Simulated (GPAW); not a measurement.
## CsGeBr3 (Pm-3m): G0W0 with GPAW, start to end

How does a plane-wave GW calculation on CsGeBr3 (Pm-3m) run from the first input to the gap?

Method: LDA and many-body steps on it, plane waves, in GPAW 26.7.0.

## (1) The structure

The structure is cubic, space group Pm-3m (No. 221). Conventional cell: a = 5.533 Å, b = 5.533 Å, c = 5.533 Å, α = 90.00°, β = 90.00°, γ = 90.00°. Nearest to Cs lie 12 Br at 3.91 Å. Nearest to Ge lie 6 Br at 2.77 Å. Nearest to Br lie 2 Ge at 2.77 Å and 4 Cs at 3.91 Å. Farther neighbours and most contacts between anions are not listed.

The cell and positions are those that the Materials Project relaxed with its own functionals (PBE, PBE+U or r2SCAN), kept fixed. Spin-orbit coupling is left out unless a step names it.

## (2) Ground state

This step: GPAW 26.7.0; DFT, LDA, plane waves, PAW.

The ground-state density comes first.

Input file run.py:

```python
import json
import numpy as np
from gpaw.mpi import world
from ase import Atoms
from gpaw import GPAW, PW, FermiDirac

atoms = Atoms(['Cs', 'Ge', 'Br', 'Br', 'Br'],
    cell=[[5.5333271400, 0.0000000000, 0.0000000000],
      [0.0000000000, 5.5333271400, 0.0000000000],
      [0.0000000000, 0.0000000000, 5.5333271400]],
    scaled_positions=[[0.0000000000, 0.0000000000, 0.0000000000],
      [0.5000000000, 0.5000000000, 0.5000000000],
      [0.5000000000, 0.5000000000, 0.0000000000],
      [0.5000000000, 0.0000000000, 0.5000000000],
      [0.0000000000, 0.5000000000, 0.5000000000]],
    pbc=(True, True, True))
calc = GPAW(mode=PW(450),
    xc='LDA',
    kpts={'size': (4, 4, 4), 'gamma': True},
    occupations=FermiDirac(0.001),
    nbands=-8,
    convergence={'density': 1e-6, 'bands': -3},
    maxiter=100,
    txt='gs.txt')
atoms.calc = calc
res = {'energy': atoms.get_potential_energy()}
kpts = calc.get_ibz_k_points()
res['kpts'] = kpts
res['eigenvalues'] = [calc.get_eigenvalues(kpt=k) for k in range(len(kpts))]
res['n_electrons'] = calc.get_number_of_electrons()
calc.write('gs.gpw')

if world.rank == 0:
    with open('result.json', 'w') as f:
        json.dump(res, f, default=lambda x: x.tolist())
```

On the command line:

```sh
mpirun -n 4 gpaw python run.py
```

Numbers of over 12 decimals in the logs are rounded to 6 here.

What it wrote:

```text
__  _  _
 | _ |_)|_||  |
 |__||  | ||/\| - 26.7.0

Input parameters:
  mode=PW(ecut=450.000000),
  convergence={'density': 1e-06, 'bands': -3},
  kpts=MonkhorstPack(size=(4, 4, 4), gamma=True),
  maxiter=100,
  nbands=-8,
  occupations=Occupations(name='fermi-dirac', width=0.001, fixmagmom=False),
  xc=XC(name='LDA')
  [... matrices ...]
Diagonalizing LCAO Hamiltonian
Converting LCAO to pw mode
    .-------------.
   /|             |
  / |             |
 *  |             |
 |  |             |
 | Br     Ge      |
 |  |   Br        |
 |  .-------------.
 | /      Br     /
 |/             /
 Cs------------*

Atoms  # Å, Bohr magnetons
|   | symbol |        x |        y |        z |    initial magnetic moments |
| 0 |     Cs | 0.000000 | 0.000000 | 0.000000 | ( 0.0000,  0.0000,  0.0000) |
| 1 |     Ge | 2.766664 | 2.766664 | 2.766664 | ( 0.0000,  0.0000,  0.0000) |
| 2 |     Br | 2.766664 | 2.766664 | 0.000000 | ( 0.0000,  0.0000,  0.0000) |
| 3 |     Br | 2.766664 | 0.000000 | 2.766664 | ( 0.0000,  0.0000,  0.0000) |
| 4 |     Br | 0.000000 | 2.766664 | 2.766664 | ( 0.0000,  0.0000,  0.0000) |

Unit cell  # Å
| periodic |        x |        y |        z |  lengths |    angles |
|      yes | 5.533327 | 0.000000 | 0.000000 | 5.533327 | 90.000000 |
|      yes | 0.000000 | 5.533327 | 0.000000 | 5.533327 | 90.000000 |
|      yes | 0.000000 | 0.000000 | 5.533327 | 5.533327 | 90.000000 |

Number of symmetries: 48
Symmetry operations  # r_c * U_cc + t_c -> r_c
|    | kind |            matrix            |
|  0 |  E   |  1, 0, 0,  0, 1, 0,  0, 0, 1 |
|  1 |  σ   |  1, 0, 0,  0, 1, 0,  0, 0,-1 |
|  2 |  σ   |  1, 0, 0,  0, 0, 1,  0, 1, 0 |
|  3 |  C4  |  1, 0, 0,  0, 0, 1,  0,-1, 0 |
|  4 |  C4  |  1, 0, 0,  0, 0,-1,  0, 1, 0 |
|  5 |  σ   |  1, 0, 0,  0, 0,-1,  0,-1, 0 |
|  6 |  σ   |  1, 0, 0,  0,-1, 0,  0, 0, 1 |
|  7 |  C2  |  1, 0, 0,  0,-1, 0,  0, 0,-1 |
|  8 |  σ   |  0, 1, 0,  1, 0, 0,  0, 0, 1 |
|  9 |  C2  |  0, 1, 0,  1, 0, 0,  0, 0,-1 |
| 10 |  C3  |  0, 1, 0,  0, 0, 1,  1, 0, 0 |
| 11 |  S6  |  0, 1, 0,  0, 0, 1, -1, 0, 0 |
| 12 |  S6  |  0, 1, 0,  0, 0,-1,  1, 0, 0 |
| 13 |  C3  |  0, 1, 0,  0, 0,-1, -1, 0, 0 |
| 14 |  C4  |  0, 1, 0, -1, 0, 0,  0, 0, 1 |
| 15 |  S4  |  0, 1, 0, -1, 0, 0,  0, 0,-1 |
| 16 |  C3  |  0, 0, 1,  1, 0, 0,  0, 1, 0 |
| 17 |  S6  |  0, 0, 1,  1, 0, 0,  0,-1, 0 |
| 18 |  σ   |  0, 0, 1,  0, 1, 0,  1, 0, 0 |
| 19 |  C4  |  0, 0, 1,  0, 1, 0, -1, 0, 0 |
| 20 |  C2  |  0, 0, 1,  0,-1, 0,  1, 0, 0 |
| 21 |  S4  |  0, 0, 1,  0,-1, 0, -1, 0, 0 |
| 22 |  S6  |  0, 0, 1, -1, 0, 0,  0, 1, 0 |
| 23 |  C3  |  0, 0, 1, -1, 0, 0,  0,-1, 0 |
| 24 |  S6  |  0, 0,-1,  1, 0, 0,  0, 1, 0 |
| 25 |  C3  |  0, 0,-1,  1, 0, 0,  0,-1, 0 |
| 26 |  C4  |  0, 0,-1,  0, 1, 0,  1, 0, 0 |
| 27 |  σ   |  0, 0,-1,  0, 1, 0, -1, 0, 0 |
| 28 |  S4  |  0, 0,-1,  0,-1, 0,  1, 0, 0 |
| 29 |  C2  |  0, 0,-1,  0,-1, 0, -1, 0, 0 |
| 30 |  C3  |  0, 0,-1, -1, 0, 0,  0, 1, 0 |
| 31 |  S6  |  0, 0,-1, -1, 0, 0,  0,-1, 0 |
| 32 |  C4  |  0,-1, 0,  1, 0, 0,  0, 0, 1 |
| 33 |  S4  |  0,-1, 0,  1, 0, 0,  0, 0,-1 |
| 34 |  S6  |  0,-1, 0,  0, 0, 1,  1, 0, 0 |
| 35 |  C3  |  0,-1, 0,  0, 0, 1, -1, 0, 0 |
| 36 |  C3  |  0,-1, 0,  0, 0,-1,  1, 0, 0 |
| 37 |  S6  |  0,-1, 0,  0, 0,-1, -1, 0, 0 |
| 38 |  σ   |  0,-1, 0, -1, 0, 0,  0, 0, 1 |
| 39 |  C2  |  0,-1, 0, -1, 0, 0,  0, 0,-1 |
| 40 |  σ   | -1, 0, 0,  0, 1, 0,  0, 0, 1 |
| 41 |  C2  | -1, 0, 0,  0, 1, 0,  0, 0,-1 |
| 42 |  C2  | -1, 0, 0,  0, 0, 1,  0, 1, 0 |
| 43 |  S4  | -1, 0, 0,  0, 0, 1,  0,-1, 0 |
| 44 |  S4  | -1, 0, 0,  0, 0,-1,  0, 1, 0 |
| 45 |  C2  | -1, 0, 0,  0, 0,-1,  0,-1, 0 |
| 46 |  C2  | -1, 0, 0,  0,-1, 0,  0, 0, 1 |
| 47 |  i   | -1, 0, 0,  0,-1, 0,  0, 0,-1 |

BZ-sampling:
  Number of BZ points: 64
  Number of IBZ points: 10

  Monkhorst-Pack size: [4, 4, 4]
  Monkhorst-Pack shift: [0.125, 0.125, 0.125]

K-points  # in reciprocal-cell coordinates
|   |                                coordinates |     weight |
| 0 | (  0.00000000,   0.00000000,   0.00000000) | 0.01562500 |
| 1 | (  0.25000000,   0.00000000,   0.00000000) | 0.09375000 |
| 2 | (  0.25000000,   0.25000000,   0.00000000) | 0.18750000 |
| 3 | (  0.25000000,   0.25000000,   0.25000000) | 0.12500000 |
| 4 | (  0.50000000,   0.00000000,   0.00000000) | 0.04687500 |
| 5 | (  0.50000000,   0.25000000,   0.00000000) | 0.18750000 |
| 6 | (  0.50000000,   0.25000000,   0.25000000) | 0.18750000 |
| 7 | (  0.50000000,   0.50000000,   0.00000000) | 0.04687500 |
| 8 | (  0.50000000,   0.50000000,   0.25000000) | 0.09375000 |
| 9 | (  0.50000000,   0.50000000,   0.50000000) | 0.01562500 |

Plane wave coefficients: 3743
Cutoff: 450.000000 eV

Spin-components: 1 (collinear spins)
Bands:           25
Projectors:      25
Spin-degeneracy: 2
Datatype:        complex128

  Storage: CPU
  Wave functions: 14_972_000 bytes (3_743_000 per core)
  Projectors: 17_367_520 bytes (4_341_880 per core)
  [... matrices ...]
Parallelization:
  kpt:    2
  domain: 2
  band:   1

Density:
  Valence electrons: 34.0
  Components: 1
  Grid points: [28 28 28]
  Charge: 0.0  # |e|

Potential:
  Grid points: [28 28 28]

species:
  Cs:
    name:    Caesium
    Z:       55.0
    valence: 9
    core:    46
    charge:  0.0  # [|e|]
    compensation charges:
      type: gauss
      rc: 0.33  # [Å]
      lmax: 2
    cutoffs:
      filter: 2.06  # [Å]
      core: 2.51  # [Å]
    projectors
    | kind |    occ | energy [eV] | rcut [Å] |
    |   5s |  2.000 |     -26.872 |    1.164 |
    |   6s |  1.000 |      -2.224 |    1.164 |
    |   5p |  6.000 |     -13.611 |    1.058 |
    |    p |        |      13.601 |    1.058 |
    |    d |        |       0.000 |    1.058 |

    Using partial waves for Cs as LCAO basis

  Ge:
    name:    Germanium
    Z:       32.0
    valence: 4
    core:    28
    charge:  0.0  # [|e|]
    compensation charges:
      type: gauss
      rc: 0.32  # [Å]
      lmax: 2
    cutoffs:
      filter: 1.77  # [Å]
      core: 3.42  # [Å]
    projectors
    | kind |    occ | energy [eV] | rcut [Å] |
    |   4s |  2.000 |     -11.940 |    1.005 |
    |   4p |  2.000 |      -4.047 |    1.005 |
    |    s |        |      15.272 |    1.005 |
    |    p |        |      23.164 |    1.005 |
    |    d |        |       0.000 |    1.005 |

    Using partial waves for Ge as LCAO basis

  Br:
    name:    Bromine
    Z:       35.0
    valence: 7
    core:    28
    charge:  0.0  # [|e|]
    compensation charges:
      type: gauss
      rc: 0.35  # [Å]
      lmax: 2
    cutoffs:
      filter: 1.98  # [Å]
      core: 2.38  # [Å]
    projectors
    | kind |    occ | energy [eV] | rcut [Å] |
    |   4s |  2.000 |     -20.306 |    1.111 |
    |   4p |  5.000 |      -8.003 |    1.111 |
    |    s |        |       6.906 |    1.111 |
    |    p |        |      19.208 |    1.111 |
    |    d |        |       0.000 |    1.111 |

    Using partial waves for Br as LCAO basis

Reference energy: -481089.716145  # eV

eigensolver:
  PPCG
  Converge bands: -3
  niter=2

density mixing:
  MSR1-Mixer
  Pratt-step length: 0.05
  Maximum mixing coefficient: 0.75
  Old densities: 10
  SVD Regularization: 0.005
  Good broyden scale: 1.0
  Trust region scale: 1.0
  Backstep threshold: 4.0
  History deletion threshold: 6.0
  Fourier metric: weight=20.0, sigma=0.015

occupation numbers:
  Fermi-Dirac:
    width: 0.0010  # eV

poisson solver:
  ecut: 3600.000000  # eV

xc functional:
  name: None

Initialization done in: 0.872 s

convergence criteria:
- Maximum integral of absolute [dens]ity change: 1e-06 electrons / valence electron
- Maximum [total energy] change in last 3 cyles: 0.0005 eV / valence electron
- Maximum integral of absolute [eigenst]ate change: 4e-08 eV^2 / valence electron
maximum number of iterations: 100

SCF iterations
|iter     |     time |      energy | eigst |  dens |
|iter:   1|  |  -18.484964 | +0.63 |       |
|iter:   2|  |  -18.402495 | -0.55 | -1.28 |
|iter:   3|  |  -18.043541 | -1.18 | -1.32 |
|iter:   4|  |  -18.038723 | -2.02 | -1.92 |
|iter:   5|  |  -18.038189c| -2.21 | -2.29 |
|iter:   6|  |  -18.038193c| -3.17 | -3.06 |
|iter:   7|  |  -18.038195c| -3.11 | -3.73 |
|iter:   8|  |  -18.038195c| -3.67 | -4.25 |
|iter:   9|  |  -18.038195c| -2.01 | -5.38 |
|iter:  10|  |  -18.038195c| -3.21 | -5.94 |
|iter:  11|  |  -18.038195c| -4.11 | -6.67c|
|iter:  12|  |  -18.038195c| -5.13 | -7.28c|
|iter:  13|  |  -18.038195c| -5.65 | -7.97c|
|iter:  14|  |  -18.038195c| -6.34 | -8.34c|
|iter:  15|  |  -18.038195c| -6.70 | -8.67c|
|iter:  16|  |  -18.038195c| -7.47c| -9.07c|

Converged in 16 steps
SCF loop duration: 5.130 s (0.321 s/step)
Energy contributions relative to reference atoms: (reference = -481089.716145)
  [... matrices ...]
Energy contributions:
  Kinetic:          16.590475
  Coulomb:         -17.697541
  Zero:             -0.130052
  External:          0.000000
  Xc:              -16.801076
  Entropy:          -0.000000
  Spinorbit:         0.000000
  ----------------------------
  Free energy:     -18.038195
  Extrapolated:    -18.038195

dipole moment: (-53.121114, -53.121114, -53.121114)  # |e|*Ang

Fermi level: 3.594
Eigenvalues  # (at kpt = [0.000, 0.000, 0.000])
| band index |      eig [eV] | occ [0-2] |
|          0 |       -18.090 |     2.000 |
|        ... |               |           |
|          9 |        -1.911 |     2.000 |
|         10 |        -1.911 |     2.000 |
|         11 |         0.773 |     2.000 |
|         12 |         0.773 |     2.000 |
|         13 |         0.773 |     2.000 |
|         14 |         1.024 |     2.000 |
|         15 |         1.024 |     2.000 |
|         16 |         1.024 |     2.000 |
|         17 |         6.057 |     0.000 |
|         18 |         6.842 |     0.000 |
|         19 |         6.842 |     0.000 |
|         20 |         7.562 |     0.000 |
|         21 |         7.562 |     0.000 |
|         22 |         7.562 |     0.000 |
|         23 |         8.531 |     0.000 |
|         24 |         8.531 |     0.000 |

Gap: 0.518 eV
Transition (v -> c):
  (s=0, k=9, n=16, [0.50, 0.50, 0.50]) -> (s=0, k=9, n=17, [0.50, 0.50, 0.50])
No difference between direct/indirect transitions
# Writing to gs.gpw (mode='')
  [... matrices ...]
```

It took 7.4 s on 4 MPI ranks of Arm Neoverse V2, shared host; peak memory 0.66 GiB; 29 s of CPU time.

Numbers from this step:

- total energy: -18.04 eV
- gap: 0.5184 eV
- k of the valence top: 0.5, 0.5, 0.5
- k of the conduction bottom: 0.5, 0.5, 0.5
- least direct gap: 0.5184 eV

The gap is direct, at (0.500, 0.500, 0.500).

## (3) Empty states on the mesh, 2×2×2 mesh, 580 bands

The sums over transitions need many empty states on a uniform mesh; this step solves for them.

Input file run.py:

```python
import json
import numpy as np
from gpaw.mpi import world
from gpaw import GPAW

calc = GPAW('gs.gpw').fixed_density(kpts={'size': (2, 2, 2), 'gamma': True},
    parallel={'domain': 1, 'band': 1},
    txt='nscf.txt')
calc.diagonalize_full_hamiltonian(nbands=580)
calc.write('full.gpw', mode='all')
res = {}
kpts = calc.get_ibz_k_points()
res['kpts'] = kpts
res['eigenvalues'] = [calc.get_eigenvalues(kpt=k) for k in range(len(kpts))]
res['n_electrons'] = calc.get_number_of_electrons()

if world.rank == 0:
    with open('result.json', 'w') as f:
        json.dump(res, f, default=lambda x: x.tolist())
```

On the command line:

```sh
mpirun -n 4 gpaw python run.py
```

What it wrote:

```text
Diagonalizing LCAO Hamiltonian
Converting LCAO to pw mode
convergence criteria:
- Maximum integral of absolute [eigenst]ate change: 4e-08 eV^2 / valence electron
maximum number of iterations: 100

SCF iterations
|iter     |     time |      energy | eigst |  dens |
|iter:   1|  |             | +0.70 |       |
|iter:   2|  |             | -0.30 |       |
|iter:   3|  |             | -1.23 |       |
[...]
|iter:  23|  |             | -6.78 |       |
|iter:  24|  |             | -7.17 |       |
|iter:  25|  |             | -7.46c|       |
SCF steps: 25
  __  _  _
 | _ |_)|_||  |
 |__||  | ||/\| - 26.7.0

Input parameters:
  mode=PW(ecut=450.000000),
  convergence={'density': 1e-06, 'bands': -3},
  gpts=array([28, 28, 28]),
  kpts=MonkhorstPack(size=(2, 2, 2), gamma=True),
  maxiter=100,
  nbands=25,
  occupations=Occupations(name='fermi-dirac', width=0.001, fixmagmom=False),
  parallel={'domain': 1, 'band': 1},
  xc=XC(name='LDA')
Matrix size: 3743x3743
# Writing to full.gpw (mode='all')
  [... matrices ...]

timing:  # [seconds]
  Total: 41.079  # ━━━━━━━━━━━━━━━━━━━━━━━━━━━━━━━━━━━━━━━━━━━━━━━━━━━━━━━━━━
```

Elapsed: 46 s, on 4 MPI ranks; peak memory 4.1 GiB; 3.1 min of CPU time.

Numbers from this step:

```yaml
gap: 0.5184 eV
k_of_the_valence_top: 0.5, 0.5, 0.5
k_of_the_conduction_bottom: 0.5, 0.5, 0.5
least_direct_gap: 0.5184 eV
k_points_computed: 4
lowest_point_of_the_top_converged_band_above_the_valence_top: 121.2126 eV
```

On this mesh the gap is 0.518 eV.

(Part 1 of 2 ends here.)

[Paths, hosts, dates, memory and timing lines, banners, echoed tables and standing remarks are left out of the program output.]

[Logs are printed without paths, hosts, clocks, repeated set-up lines and the standing remarks that a program may print on its own settings, such as how far it seeks lower states.]

[Runs of the session that timed out or met a known fault of the program may be left out.]

[Hosts, paths, dates, database ids (printed as entryN), source tags and the programs' standing remarks are cut or masked in the printed files.]
